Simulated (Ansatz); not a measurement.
# Ag wire along [110], 17 atoms a period: bands along the axis, part 2 of 2

What gap, if any, does the Ag wire along [110], 17 atoms a period have, and how many channels would it open?

Ansatz 0.2.0; DFT PBE, plane waves, PAW; relaxation of a wire's period; PAW set soft_1 (the session's first sound run).

So far: Starting point; The relaxed wire.

**2. The relaxed wire (continued)**

Step by step:

```csv
step,energy less that of the first step (eV),largest force component (eV/Å),pressure (GPa),volume (Å³)
1,0.0000,0.2965,-1.29,691.38
2,-0.1313,0.1937,1.02,673.49
3,-0.1904,0.0227,-0.06,678.06
4,-0.1927,0.0153,0.03,676.85
5*,-0.1895,0.0154,0.03,676.85
```

Relaxation steps marked * repeat the geometry before them on a plane-wave basis chosen anew for their cell, so energy and pressure can jump there.

Forces are held to the 8 operations that the run works with; a distortion that breaks them can't arise in this run.

```csv
cell as run,before,after,change
c (Å),2.934,2.873,-2.1 %
```

The atoms that moved most (Å, along periodic axes as changes of fractional coordinates times the final cell, across vacuum about the mean position):

```csv
atom,dx,dy,dz,length
Ag14,0.016,-0.088,0.000,0.090
Ag10,-0.016,-0.088,0.000,0.090
Ag7,-0.016,0.088,0.000,0.090
Ag11,0.016,0.088,0.000,0.090
Ag15,0.031,0.078,0.000,0.083
Ag17,-0.031,0.078,0.000,0.083
Ag1,0.031,-0.078,0.000,0.083
Ag5,-0.031,-0.078,0.000,0.083
```

This step gave:

```yaml
energy_at_zero_smearing: -129034.4717 eV
cell_length_along_the_wire: 2.873 Å
```

The cell's length comes to 2.873 Å with spin left out.

**3. Bands of the perfect wire**

This step: DFT PBE, plane waves, PAW; bands of a perfect wire; PAW set soft_1 (Ansatz 0.2.0).

At the relaxed period the bands are computed along the axis; those that cross an energy going forward count the channels that a perfect wire would open there.

input.yaml reads:

```yaml
crystal:
  lattice:
    - [15.1, 0.0, 0.0]
    - [0.0, 15.603, 0.0]
    - [0.0, 0.0, 2.8728304989]
  atoms:
    - { symbol: Ag, position: [0.227192968, 0.68311764, 0.0] }
    - { symbol: Ag, position: [0.222536691, 0.500015363, 0.0] }
    - { symbol: Ag, position: [0.5, 0.691208537, 0.0] }
    - { symbol: Ag, position: [0.5, 0.500015363, 0.0] }
    - { symbol: Ag, position: [0.772807032, 0.68311764, 0.0] }
    - { symbol: Ag, position: [0.777463309, 0.500015363, 0.0] }
    - { symbol: Ag, position: [0.361504558, 0.223547982, 0.5] }
    - { symbol: Ag, position: [0.362121305, 0.407802436, 0.5] }
    - { symbol: Ag, position: [0.362121305, 0.59222829, 0.5] }
    - { symbol: Ag, position: [0.361504558, 0.776482745, 0.5] }
    - { symbol: Ag, position: [0.638495442, 0.223547982, 0.5] }
    - { symbol: Ag, position: [0.637878695, 0.407802436, 0.5] }
    - { symbol: Ag, position: [0.637878695, 0.59222829, 0.5] }
    - { symbol: Ag, position: [0.638495442, 0.776482745, 0.5] }
    - { symbol: Ag, position: [0.227192968, 0.316913086, 0.0] }
    - { symbol: Ag, position: [0.5, 0.308822189, 0.0] }
    - { symbol: Ag, position: [0.772807032, 0.316913086, 0.0] }
kpoints:
  mp_grid: { grid: [1, 1, 28] }
  band_path: { path: ["Γ", Z], npoints: 90 }
scf:
  occupations: { method: fermi_dirac, width: 0.05 }
hamiltonian:
  xc: pbe
  pseudopotentials: { kind: paw, azcp: { folder: soft_1 } }
output:
  dos: { e_range: [-5, 4] }
  write_potential: true
  write_density: true
  volumetric_format: npy
```

On the command line:

```bash
> ansatz run input.yaml --threads 4 --pin off --max-ram 16384MiB --backend cpu --events-out ev --progress --plain --runs-dir out
```

Numbers of over 12 decimals in the logs are rounded to 6 here.

The log of the run:

```text
[...]
Crystal: 17 atoms, lattice volume = 676.854 Å³
Basis set: ecut = 420 eV, 13219 PW (Γ)
Bands: 194, of which v1, the nominal top of the filled ones, is band 162 counted from 1 (161 counted from 0)
Symmetry: 8 space group operations
[...]
k-points: 15 of 28
[...]
SCF iter   1: F=—  HF=-129037.654460 eV  |F-HF|=—  |Δ(HF+E_count)|=         —  Δρ=3.75e-2  dr2=1.24e1  ethr=3.10e-3  ⟨swp⟩=6.0  Hψ=11086  notcnv=0  defer=82
[...]
SCF iter  10: F=-129034.495662 eV  HF=-129034.495662 eV  |F-HF|=1.16e-9  |Δ(HF+E_count)|=   4.45e-8  Δρ=2.29e-6  dr2=3.05e-8  ethr=3.10e-11  ⟨swp⟩=11.0  Hψ=12255  notcnv=0
SCF 1 converged in 10 iterations: F = -129034.495662 eV  dr2 = 3.05e-8
[...]
NSCF: frozen V_eff on 91 k-points
WARN: The output density's exchange-correlation potential varies sharply where the density is thin. Do not read a vacuum level from v_tot or v_xc, or from such a field of the output density. On a cell that repeats whose density bears no net charge and no dipole along the vacuum's axis use v_es (v_loc + v_h of the components); under efield.dipole_correction with no amplitude use v_es + v_field, which holds any externa [...]
SCF converged after 10 iterations
Free energy (F): -129034.495662 eV
[...]
Internal energy: -129034.448302 eV  (E = F + TS)
E sigma→0 (E₀):  -129034.471982 eV
Entropy (-TS):   -0.047360 eV (-2.786 meV/atom)
Fermi energy:    5.065065 eV
[...]
--- Band table (eV; the first three rows and the last of 15) ---
  k-point 0: bands = [... 158 lower, 2.3256, 2.6076, 2.8993, 3.5961, 3.9528, 4.3407, 4.4714, 5.0703, ... 28 higher]
  k-point 1: bands = [... 158 lower, 2.3425, 2.6670, 2.9464, 3.6416, 3.9800, 4.3732, 4.5136, 5.1069, ... 28 higher]
  k-point 2: bands = [... 158 lower, 2.3925, 2.8137, 3.0714, 3.7680, 4.0592, 4.4678, 4.6337, 5.2132, ... 28 higher]
  k-point 14: bands = [... 158 lower, 5.7066, 5.8249, 6.2999, 6.5920, 6.6008, 6.8319, 7.2566, 7.5091, ... 28 higher]
```

Elapsed: 4.1 min, on 4 threads of Arm Neoverse V1, shared host; peak memory 6 GiB.

Reading the cycles: dr2 is the Hartree energy of the density residual (eV), the measure of convergence; HF is the Harris–Foulkes estimate of the energy, which meets the free energy F at convergence.

This step gave:

* energy at zero smearing: -129034.4720 eV
* band gap: 0 eV

The electronic bands at the labelled points (eV, zero at the Fermi level; # counts the bands kept):

```csv
point,#58,#59,#60,#61,#62,#63,#64,#65
Γ,-2.83,-2.74,-2.46,-2.17,-1.47,-1.11,-0.72,-0.59
halfway,-1.96,-1.84,-1.00,-0.80,0.01,0.02,0.56,0.88
Z,0.63,0.64,0.76,1.23,1.53,1.54,1.77,2.19
```

Between Γ and Z the bands cross the Fermi level 12 times, so a perfect wire would conduct at least 12 G₀, with spin left out.

**4. Summary of results**

| Quantity | Value |
| --- | --- |
| cell length, PBE | 2.873 Å |
| ballistic conductance by band crossings, a lower bound, PBE | 12 G₀ |

What this shows: Under PBE the cell's length is 2.87 Å, and the bands cross the Fermi level 12 times between Γ and Z, which gives a perfect wire at least 12 G₀ (opposite crossings within one step of the path cancel in such a count).

[Logs are printed without paths, hosts, clocks, repeated set-up lines and the standing remarks that a program may print on its own settings, such as how far it seeks lower states.]

[Hosts, paths, dates, database ids (printed as entryN), source tags and the programs' standing remarks are cut or masked in the printed files.]
